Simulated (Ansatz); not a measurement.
# SrTiO3 (I4/mcm): band gap by G0W0 on PBE, part 2 of 2

How far does one-shot GW move the PBE gap of SrTiO3 (I4/mcm)?

Ansatz 0.2.0; PBE, then G0W0 on it, plane waves, PAW. Known limits of the many-body steps: finite bands, screening cutoff and k mesh; no spin-orbit coupling in G0W0.

So far. Step 2 (Bands along the symmetry lines): Over mesh and path the gap is 1.908 eV, direct, at k = Γ. The pressure in this cell is 5 GPa; the cell is kept.

In doubt: masses and optical values from hybrid runs of this build are listed as unsure (in some of the runs), which bears on the screening that GW takes from such a start.

## Step 3: The quasiparticle correction

G0W0 replaces the xc potential by a self-energy built once from the orbitals of the start. Levels are corrected in the window of bands that the input names, at points of the mesh.

This step: G0W0 on PBE, plane waves, PAW.

The input, input.yaml:

```yaml
crystal:
  lattice:
    - [-2.7555, 2.7555, 3.898]
    - [2.7555, -2.7555, 3.898]
    - [2.7555, 2.7555, -3.898]
  atoms:
    - { symbol: Sr, position: [0.75, 0.25, 0.5] }
    - { symbol: Sr, position: [0.25, 0.75, 0.5] }
    - { symbol: Ti, position: [0.0, 0.0, 0.0] }
    - { symbol: Ti, position: [0.5, 0.5, 0.0] }
    - { symbol: O, position: [0.25, 0.25, 0.0] }
    - { symbol: O, position: [0.75, 0.75, 0.0] }
    - { symbol: O, position: [0.7451, 0.2451, 0.9902] }
    - { symbol: O, position: [0.2451, 0.2549, 0.5] }
    - { symbol: O, position: [0.2549, 0.7549, 0.0098] }
    - { symbol: O, position: [0.7549, 0.7451, 0.5] }
kpoints:
  mp_grid: { grid: [4, 4, 4] }
hamiltonian:
  xc: pbe
  pseudopotentials: { kind: paw, source: ansatz }
scf:
  occupations: { method: fixed }
gw:
  n_empty_bands: 1991
  ecut_chi: 380
  qp_bands: [v3, c3]
  qp_kpoints: band_edges
  screening: { model: contour_deformation }
```

Launch:

```sh
$ ansatz run input.yaml --threads 4 --pin off --max-ram 138240MiB --backend cuda --events-out ev --progress --plain --runs-dir out --devices 1 --max-vram 26GiB
```

Numbers of over 12 decimals in the logs are rounded to 6 here.

The log of the run:

```text
GPUs: using 1 of 1 available (devices: 1).
[...]
GPU FFT provider: cuFFT
GPU libraries: cuBLAS 13.8.2, cuFFT 12.4.0, cuSOLVER 12.3.4
Crystal: 10 atoms, lattice volume = 118.387 Å³
Basis set: ecut = 930 eV, 7631 PW (Γ)
Bands: 50, of which v1, the nominal top of the filled ones, is band 40 counted from 1 (39 counted from 0)
Symmetry: 16 space group operations
[...]
k-points: 13 of 64
[...]
GPU buffer pool allocated for 262144 grid points (all kernels)
[...]
SCF iter   1: F=—  HF=-15514.151118 eV  |F-HF|=—  |Δ(HF+E_count)|=         —  Δρ=8.98e-2  dr2=1.40e1  ethr=3.10e-3  ⟨swp⟩=5.0  Hψ=2186  notcnv=0  defer=77
[...]
SCF iter  10: F=-15510.198051 eV  HF=-15510.198051 eV  |F-HF|=3.90e-9  |Δ(HF+E_count)|=   7.65e-7  Δρ=7.62e-6  dr2=8.52e-8  ethr=1.25e-10  ⟨swp⟩=10.5  Hψ=3194  notcnv=0
SCF 1 converged in 10 iterations: F = -15510.198051 eV  dr2 = 8.52e-8
[...]
NSCF: frozen V_eff on 13 k-points
the band table was solved once the SCF had ended and its energy, with any forces and stress, was formed, with the checks that follow a solve (2555 applications of the Hamiltonian). They found nothing against the state; the energy, forces and stress were not computed again (output.eigenvalues in the input reference)
[...]
G₀W₀ screening: q 1/13
[... further progress lines ...]
[...]
SCF converged after 10 iterations
Free energy (F): -15510.198051 eV
[...]
Internal energy: -15510.198051 eV  (E = F + TS)
E sigma→0 (E₀):  -15510.198051 eV
Fermi energy:    10.058875 eV
[...]
--- Band table (eV; the first three rows and the last of 13) ---
  k-point 0: bands = [... 36 lower, 9.7183, 10.0530, 10.0589, 10.0589, 11.9536, 11.9536, 11.9543, 14.4169, ... 6 higher]
  k-point 1: bands = [... 36 lower, 9.3908, 9.4751, 9.4752, 10.0166, 12.0348, 13.0200, 13.0212, 14.1827, ... 6 higher]
  k-point 2: bands = [... 36 lower, 8.5019, 9.3404, 9.3407, 9.9740, 12.1205, 13.8926, 13.8933, 13.9003, ... 6 higher]
  k-point 12: bands = [... 36 lower, 8.4974, 9.3427, 9.3427, 9.9731, 12.1221, 13.8762, 13.8762, 13.9218, ... 6 higher]
--- G₀W₀: contour deformation, 7 samples at zero and on the imaginary axis and 2 off it, 64 q-points, 1991 empty bands' worth ---
  eigenvalues of the whole cell's RPA ε∞ on this k-mesh (on a slab, of 1 + 4πα/V) = 6.1255, 6.1255, 6.1260; static W/v taken at q = 0 is 0.163247
  bands read: the sum over 2031 bands ends inside a degenerate multiplet in 3 slots, whose members it reads at an even weight; the widest, k=0: bands 2031 to 2032 (counted from 1) at 1/2 each
  gw.qp_kpoints: band_edges: 11 of 13 stored k-points solved, in 1 pass; an edge of the gap read off the rows below is read off those points alone
    valence top: of the k-points left out ik 10 came nearest to being solved in a further pass, in band 40 (counted from 1, as in the quasiparticle table): it holds the edge there only if its correction is more favourable than any solved in that band by at least 0.524 eV; those differ by 0.017 eV
    conduction bottom: of the k-points left out ik 10 came nearest to being solved in a further pass, in band 41 (counted from 1, as in the quasiparticle table): it holds the edge there only if its correction is more favourable than any solved in that band by at least 1.010 eV; those differ by 0.045 eV
    ik  band        ε_KS         Σx   Σc(E_QP)       V_xc       Z   E_QP_lin       E_QP  E_QP is
     0    38     10.0530   -26.0701     4.2102   -21.0086  0.7131     9.1854     9.2016  root
     0    39     10.0589   -26.0813     4.2077   -21.0228  0.7132     9.1919     9.2081  root
     0    40     10.0589   -26.0813     4.2077   -21.0228  0.7132     9.1919     9.2081  root
     0    41     11.9536   -12.6444    -6.8152   -20.2731  0.7367    12.7796    12.7671  root
     0    42     11.9536   -12.6444    -6.8152   -20.2731  0.7367    12.7796    12.7671  root
     0    43     11.9543   -12.6398    -6.8204   -20.2744  0.7367    12.7811    12.7686  root
     1    38      9.4751   -26.1081     3.9576   -21.2750  0.7213     8.5828     8.5996  root
     1    39      9.4752   -26.1092     3.9577   -21.2761  0.7213     8.5830     8.5997  root
     1    40     10.0166   -25.9926     4.2124   -20.9289  0.7129     9.1488     9.1653  root
     1    41     12.0348   -12.7897    -6.9381   -20.5563  0.7334    12.8766    12.8632  root
     1    42     13.0200   -14.2069    -6.8795   -21.8599  0.7121    13.8072    13.7935  root
     1    43     13.0212   -14.2097    -6.8802   -21.8634  0.7121    13.8084    13.7947  root
     2    38      9.3404   -26.0974     4.0605   -21.1447  0.7203     8.4301     8.4482  root
     2    39      9.3407   -26.0975     4.0606   -21.1446  0.7203     8.4303     8.4484  root
     2    40      9.9740   -25.9023     4.2151   -20.8359  0.7127     9.1060     9.1226  root
     2    41     12.1205   -12.9599    -7.0710   -20.8750  0.7298    12.9788    12.9645  root
     2    42     13.8926   -14.8646    -7.5437   -23.2042  0.6861    14.7078    14.6885  root
     2    43     13.8933   -14.8591    -7.5444   -23.1993  0.6860    14.7084    14.6891  root
     3    38      9.6549   -25.4896     4.2373   -20.3929  0.7106     8.7774     8.7955  root
     3    39      9.6565   -25.4962     4.2361   -20.4006  0.7107     8.7788     8.7969  root
     3    40      9.8671   -25.8822     4.2443   -20.7802  0.7114     8.9921     9.0093  root
     3    41     12.4924   -13.2911    -6.8999   -20.9905  0.7254    13.3052    13.2919  root
     3    42     12.5792   -13.4969    -6.8043   -21.0850  0.7236    13.3756    13.3628  root
     3    43     12.5801   -13.4999    -6.8049   -21.0886  0.7236    13.3767    13.3639  root
     4    38      8.8840   -24.5494     4.2667   -19.4243  0.7023     8.0035     8.0257  root
     4    39      9.0855   -25.5430     4.0322   -20.6730  0.7122     8.2299     8.2477  root
     4    40      9.7563   -25.6861     4.2463   -20.5805  0.7108     8.8792     8.8970  root
     4    41     12.6481   -13.6573    -6.9989   -21.4631  0.7195    13.4691    13.4551  root
     4    42     13.6796   -14.3292    -7.5008   -22.6344  0.6945    14.5023    14.4839  root
     4    43     13.6858   -14.3213    -7.4351   -22.5544  0.6953    14.5018    14.4838  root
     5    38      9.1545   -25.1941     4.2364   -20.1053  0.7064     8.2822     8.3021  root
     5    39      9.4353   -25.4600     4.3155   -20.2767  0.7070     8.5482     8.5675  root
     5    40      9.4353   -25.4600     4.3155   -20.2767  0.7070     8.5482     8.5675  root
     5    41     13.4570   -13.8306    -7.5699   -22.2223  0.7013    14.2972    14.2789  root
     5    42     13.4570   -13.8306    -7.5699   -22.2223  0.7013    14.2972    14.2789  root
     5    43     13.5084   -13.7811    -7.4352   -22.0230  0.7024    14.3326    14.3150  root
     7    38      8.7501   -25.7394     3.9473   -20.8979  0.7198     7.8363     7.8558  root
     7    39      9.4189   -25.1944     4.2225   -20.1133  0.7082     8.5412     8.5603  root
     7    40      9.4189   -25.1944     4.2225   -20.1133  0.7082     8.5412     8.5603  root
     7    41     13.0851   -14.1911    -7.1304   -22.1233  0.7085    13.9023    13.8869  root
[...]
11    38      8.7513   -25.7398     3.9477   -20.8980  0.7198     7.8376     7.8572  root
    11    39      9.4201   -25.1956     4.2226   -20.1145  0.7082     8.5424     8.5615  root
    11    40      9.4207   -25.1992     4.2225   -20.1180  0.7082     8.5430     8.5620  root
    11    41     13.0849   -14.1917    -7.1297   -22.1231  0.7086    13.9022    13.8867  root
    11    42     13.0867   -14.1948    -7.1299   -22.1263  0.7085    13.9038    13.8883  root
    11    43     13.8941   -14.7749    -7.6102   -23.1885  0.6860    14.7172    14.6975  root
    12    38      9.3427   -26.0972     4.0605   -21.1448  0.7203     8.4326     8.4507  root
    12    39      9.3427   -26.0972     4.0605   -21.1448  0.7203     8.4326     8.4507  root
    12    40      9.9731   -25.9031     4.2152   -20.8364  0.7127     9.1050     9.1217  root
    12    41     12.1221   -12.9628    -7.0717   -20.8786  0.7297    12.9804    12.9661  root
    12    42     13.8762   -14.8369    -7.5615   -23.1982  0.6865    14.6952    14.6760  root
    12    43     13.8762   -14.8369    -7.5615   -23.1982  0.6865    14.6952    14.6760  root
```

Wall time 4.5 min (1 × NVIDIA H100 80GB HBM3 (shared by 3 runs) with 4 threads of AMD EPYC 7R13 (Zen 3), shared host); peak memory 14 GiB; 8.8 min of CPU time.

This step gave:

| Item | Value |
| --- | --- |
| bands summed | 2031 |
| RPA ε∞ on this mesh (eigenvalues) | 6.126, 6.126, 6.126 |
| plane waves in the screening matrix | 1989 |
| q-points in the mesh | 64 |
| G0W0 gap over the corrected points | 3.559 eV |
| k of the valence top | 0, 0, 0 |
| k of the conduction bottom | 0, 0, 0 |
| starting gap on the mesh | 1.895 eV |
| Z at the valence top | 0.7132 |
| Z at the conduction bottom | 0.7367 |
| least direct G0W0 gap over the corrected points | 3.559 eV |

Over 11 of 13 irreducible mesh points the G0W0 gap is 3.559 eV, direct, at k = Γ. The PBE gap of this run on the mesh is 1.895 eV. The two states that bound the G0W0 gap lie that far apart at the start, so the correction of the gap is 3.559 − 1.895 = +1.664 eV. The start of this run differs from the step before in mesh (6×6×6 and 4×4×4), files (soft_1 PAW and hard PAW) and plane-wave cutoff (420 eV and 930 eV).

Labels follow the order of the start: v1 is the top filled band, c1 the lowest empty one; levels that stay degenerate share a row, the window can cut a multiplet, doubted levels are not marked in this list, bands outside the window were not corrected, and the list may be a part of the corrected levels. The levels before and after the correction (eV, zero at the valence-band top of each column):

```
           conduction bottom  valence top
Kohn-Sham               1.89         0.00
     G0W0               3.56         0.00
```

```
             level  occupation  energy (eV)
Kohn-Sham     Γ v3           2       -0.006
Kohn-Sham  Γ v2-v1           2        0.000
Kohn-Sham  Γ c1-c3           0        1.895
     G0W0     Γ v3           2       -0.006
     G0W0  Γ v2-v1           2        0.000
     G0W0  Γ c1-c3           0        3.559
```

The parts of the quasiparticle energy for the two states that bound the G0W0 gap, in eV on the run's own scale (QP = start + Σx + Σc − Vxc, with Σc at the quasiparticle energy):

```
             edge  k  band   start       Σx      Σc      Vxc      Z      QP
      valence top  Γ    39  10.059  −26.081   4.208  −21.023  0.713   9.208
conduction bottom  Γ    41  11.954  −12.644  −6.815  −20.273  0.737  12.767
```

## Step 4: Spin-orbit coupling in PBE

This run has two-component orbitals with spin-orbit coupling.

This step: DFT, PBE with spin-orbit coupling, plane waves, PAW; PAW set soft_1.

input.yaml: that of step 3 with these lines changed.

```diff
@@ -17,13 +17,26 @@
 kpoints:
-  mp_grid: { grid: [4, 4, 4] }
+  mp_grid: { grid: [6, 6, 6] }
+  band_path:
+    path:
+      - [0.0, 0.0, 0.0]
+      - [0.0, 0.0, 0.5]
+      - [0.25, 0.25, 0.25]
+      - [0.0, 0.5, 0.0]
+      - [0.5, 0.5, -0.5]
+      - [0.37492725, 0.62507275, -0.37492725]
+      - [-0.37492725, 0.37492725, 0.37492725]
+      - [-0.24985449, 0.24985449, 0.5]
+    npoints: 1
 hamiltonian:
   xc: pbe
-  pseudopotentials: { kind: paw, source: ansatz }
+  pseudopotentials: { kind: paw_fr, azcp: { folder: soft_1 } }
 scf:
   occupations: { method: fixed }
-gw:
-  n_empty_bands: 1991
-  ecut_chi: 380
-  qp_bands: [v3, c3]
-  qp_kpoints: band_edges
-  screening: { model: contour_deformation }
+  n_extra_bands: 14
+magnetization:
+  noncollinear: true
+  spin_orbit: true
+output:
+  eigenvalues: true
+  forces: true
+  stress: true
```

The log of the run:

```text
[...]
GPUs: using 1 of 1 available (devices: 1).
[...]
non-collinear run that drives no moment, with spin-orbit: no starting moment large enough to seed its density (crystal.atoms[].spin), no starting occupations that ask for one, no magnetisation constraint and no magnetic field, so the semilocal B_xc is pinned to zero
[...]
GPU FFT provider: cuFFT
GPU libraries: cuBLAS 13.8.2, cuFFT 12.4.0, cuSOLVER 12.3.4
Crystal: 10 atoms, lattice volume = 118.387 Å³
Basis set: ecut = 420 eV, 2277 PW (Γ), exchange–correlation on 80×80×80 points (8 copies of the dense FFT grid, shifted against one another)
Bands: 94, of which v1, the nominal top of the filled ones, is band 80 counted from 1 (79 counted from 0)
Symmetry: 16 space group operations + 16 with time reversal
[...]
k-points: 30 of 216
Projection manifold: j_resolved (fully-relativistic pseudo-atomic orbitals)
[...]
GPU buffer pool allocated for 64000 grid points (all kernels)
[...]
SCF iter   1: F=—  HF=-15510.616449 eV  |F-HF|=—  |Δ(HF+E_count)|=         —  Δρ=4.99e-2  dr2=2.85e0  dr2_m=0.00e0 (ungated)  ethr=3.10e-3  |M|=0.00e0 ∫|m|=0.00e0 μB  |m|>n=0.0e0 m-floor=0.0e0 τ_xc=0.0e0  β_m=0.30  ⟨swp⟩=5.1  Hψ=6085  notcnv=0  defer=234
[...]
spin=Noncollinear: Resta preconditioning applied to the charge; magnetization (m_x, m_y, m_z) channels mix plain (no charge-response kernel on spin).
[...]
site 7: m = (+0.0000, +0.0000, +0.0000) μB, |m| = 0.0000 μB  (R = 0.80 Å)
  site 8: m = (+0.0000, +0.0000, +0.0000) μB, |m| = 0.0000 μB  (R = 0.80 Å)
  site 9: m = (+0.0000, +0.0000, +0.0000) μB, |m| = 0.0000 μB  (R = 0.80 Å)
Free energy (F): -15510.347155 eV
[...]
Internal energy: -15510.347155 eV  (E = F + TS)
E sigma→0 (E₀):  -15510.347155 eV
Fermi energy:    10.044557 eV
[...]
--- Forces (eV/Å), atoms counted from 1 ---
  atom   1  Sr     0.00000000     0.00000000     0.00000000
  atom   2  Sr     0.00000000     0.00000000     0.00000000
  atom   3  Ti    -0.00000000     0.00000000     0.00000000
  atom   4  Ti    -0.00000000     0.00000000     0.00000000
  atom   5  O     -0.00000000    -0.00000000     0.00000000
  atom   6  O      0.00000000     0.00000000     0.00000000
  atom   7  O     -0.01133650    -0.01133650     0.00000000
  atom   8  O      0.01133650    -0.01133650     0.00000000
  atom   9  O      0.01133650     0.01133650    -0.00000000
  atom  10  O     -0.01133650     0.01133650    -0.00000000
  max |Σ_I F_I| component: 1.73e-18 eV/Å
--- Stress (GPa, compression-positive) ---
        5.474507       0.000000      -0.000000
        0.000000       5.474507       0.000000
       -0.000000      -0.000000       5.463156
  P = ⅓ Tr σ = 5.4707 GPa (54.707 kbar)
--- Band table (eV; the first three rows and the last of 30) ---
  k-point 0: bands = [... 76 lower, 10.0410, 10.0410, 10.0446, 10.0446, 11.9372, 11.9372, 11.9377, 11.9377, ... 10 higher]
  k-point 1: bands = [... 76 lower, 9.7216, 9.7216, 10.0172, 10.0172, 11.9864, 11.9864, 12.5117, 12.5117, ... 10 higher]
  k-point 2: bands = [... 76 lower, 9.4090, 9.4090, 9.9741, 9.9741, 12.0699, 12.0699, 13.4446, 13.4446, ... 10 higher]
  k-point 29: bands = [... 76 lower, 9.3484, 9.3484, 9.9518, 9.9518, 12.1148, 12.1148, 13.8505, 13.8505, ... 10 higher]
[key lines of the parts left out:]
SCF converged after 10 iterations
Magnetization: |M| = 0.0000 μB,  M = (+0.0000, +0.0000, +0.0000) μB
```

Elapsed: 8.7 s, on 1 × NVIDIA H100 80GB HBM3 (shared by 3 runs) with 4 threads; peak memory 1.1 GiB; 12 s of CPU time.

Numbers from this step:

| Quantity | Value |
| --- | --- |
| pressure | 5.471 GPa |
| gap | 1.893 eV |
| valence top at | Γ |
| conduction bottom at | Γ |
| least direct gap | 1.893 eV |

Over mesh and listed points the gap is 1.893 eV, direct, at k = Γ. The pressure in this cell is 5 GPa; the cell is kept. PBE+SOC against PBE: 1.893 − 1.908 = −0.015 eV, with the same mesh, set of files (read in its fully relativistic form for the spin-orbit run) and cutoff, and both edges at the same k points. The spin-orbit run sees mesh and listed points alone, so its gap is an upper bound: the coupling can move an edge off these points, and the change over the zone, its sign included where it is small, is not known.

## Step 5: The runs together

Each gap is the least one over the points named; times are wall times on shared hosts, not benchmarks. A G0W0 time includes the run's own self-consistent start. Runs with listed points see these and the mesh alone, so an edge that moves elsewhere is missed. Rows marked * are further runs, not shown as steps, whose inputs differ from the G0W0 step on the same start in the columns given; solver thresholds can differ too.

```
    level   mesh       files, cutoff  bands summed, screening                            points  gap (eV)  valence top  conduction bottom  least direct gap (eV)     time
      PBE  6×6×6  soft_1 PAW, 420 eV                        -                     mesh and path     1.908            Γ                  Γ                  1.908    7.3 s
  PBE+SOC  6×6×6  soft_1 PAW, 420 eV                        -            mesh and listed points     1.893            Γ                  Γ                  1.893    8.7 s
G0W0@PBE*  4×4×4    hard PAW, 930 eV              350, 110 eV  11 of 13 irreducible mesh points     3.441            Γ                  Γ                  3.441     34 s
G0W0@PBE*  4×4×4    hard PAW, 930 eV              744, 190 eV  11 of 13 irreducible mesh points     3.489            Γ                  Γ                  3.489     69 s
G0W0@PBE*  4×4×4    hard PAW, 930 eV             1232, 270 eV  11 of 13 irreducible mesh points     3.529            Γ                  Γ                  3.529    2 min
 G0W0@PBE  4×4×4    hard PAW, 930 eV             2031, 380 eV  11 of 13 irreducible mesh points     3.559            Γ                  Γ                  3.559  4.5 min
G0W0@PBE*  6×6×6    hard PAW, 930 eV              350, 110 eV  28 of 30 irreducible mesh points     3.446            Γ                  Γ                  3.446  4.1 min
```

## Step 6: Outcome

```yaml
pbe_gap_over_mesh_and_path: 1.908 eV, direct, at k = Γ
g0w0_pbe_gap_over_11_of_13_irreducible_mesh_points: 3.559 eV, direct, at k = Γ
pbe_soc_gap_over_mesh_and_listed_points: 1.893 eV
estimated_limit_in_bands_and_cutoff_on_this_mesh: 3.605 eV
gw_settings: 4×4×4 mesh, 1991 empty bands, screening to 380 eV, hard PAW files
known_limits: finite bands, screening cutoff and k mesh; no spin-orbit coupling in G0W0
```

**Reading.** Over 11 of 13 irreducible mesh points the G0W0 gap is 3.559 eV, direct, at k = Γ. The PBE gap of this run on the mesh is 1.895 eV. The two states that bound the G0W0 gap lie that far apart at the start, so the correction of the gap is 3.559 − 1.895 = +1.664 eV. The valence state moves by 9.208 − 10.059 = −0.851 eV and the conduction state by 12.767 − 11.954 = +0.813 eV, on the run's own scale; with 350 bands the edge states move by −0.268 and +1.278 eV, so the split between the edges depends on the bands and cutoff. Both edges that PBE shows over mesh and path lie at k points where levels were corrected. Levels at other points were not corrected, so a lower G0W0 gap elsewhere in the zone is not ruled out. From 350 bands and 110 eV to 2031 bands and 380 eV the gap moves by 3.559 − 3.441 = +0.118 eV (rung by rung 3.441, 3.489, 3.529, 3.559 eV); bands and screening cutoff rise together, so their parts are not told apart. A line in one over the bands through the two highest rungs gives 3.559 + (3.559 − 3.529) × 1232 / (2031 − 1232) = 3.605 eV, and through the pair below 3.529 + (3.529 − 3.489) × 744 / (1232 − 744) = 3.590 eV. The two agree within 0.03 eV and the same two states bound the gap in each rung, so 3.605 eV is taken as an estimate of the limit on this mesh. With the 6×6×6 mesh in place of the 4×4×4 mesh and all else as in the G0W0@PBE row with 350 bands, the gap differs by 3.446 − 3.441 = +0.005 eV, and that of the start by 1.897 − 1.895 = +0.002 eV. G0W0 on other starts in this series, not shown as steps and not all at these settings: 3.820 eV on HSE06 (4×4×4, hard PAW, 744 bands, 190 eV) and 4.083 eV on PBE0 (4×4×4, hard PAW, 744 bands, 190 eV). PBE+SOC against PBE: 1.893 − 1.908 = −0.015 eV, with the same mesh, set of files (read in its fully relativistic form for the spin-orbit run) and cutoff, and both edges at the same k points. The spin-orbit run sees mesh and listed points alone, so its gap is an upper bound: the coupling can move an edge off these points, and the change over the zone, its sign included where it is small, is not known. What spin-orbit coupling does to the G0W0 levels was not computed, so no sum with the G0W0 gap is formed. The G0W0 runs are scalar-relativistic. G0W0 is shown with one set of atomic data (hard PAW), so the error from the files is not known here.

[Paths, hosts, dates, memory and timing lines, banners, echoed tables and standing remarks are left out of the program output.]

[Logs are printed without paths, hosts, clocks, repeated set-up lines and the standing remarks that a program may print on its own settings, such as how far it seeks lower states.]

[Runs of the session that timed out or met a known fault of the program may be left out.]

[Cells called generated may have been cut or substituted from an entry of the Crystallography Open Database or the Materials Project.]

[Hosts, paths, dates, database ids (printed as entryN), source tags and the programs' standing remarks are cut or masked in the printed files.]

[Where an RPA ε∞ is given, it is that of the G0W0 mesh and is not shown converged in it. Names of k-points follow the symmetry that the program found, which can be lower than the space group named. Band edges on a path are those of the sampled points; other points can move an edge, and change direct to indirect where valleys lie close.]

[Hybrid gaps are those of their k-mesh and are not shown converged in it.]
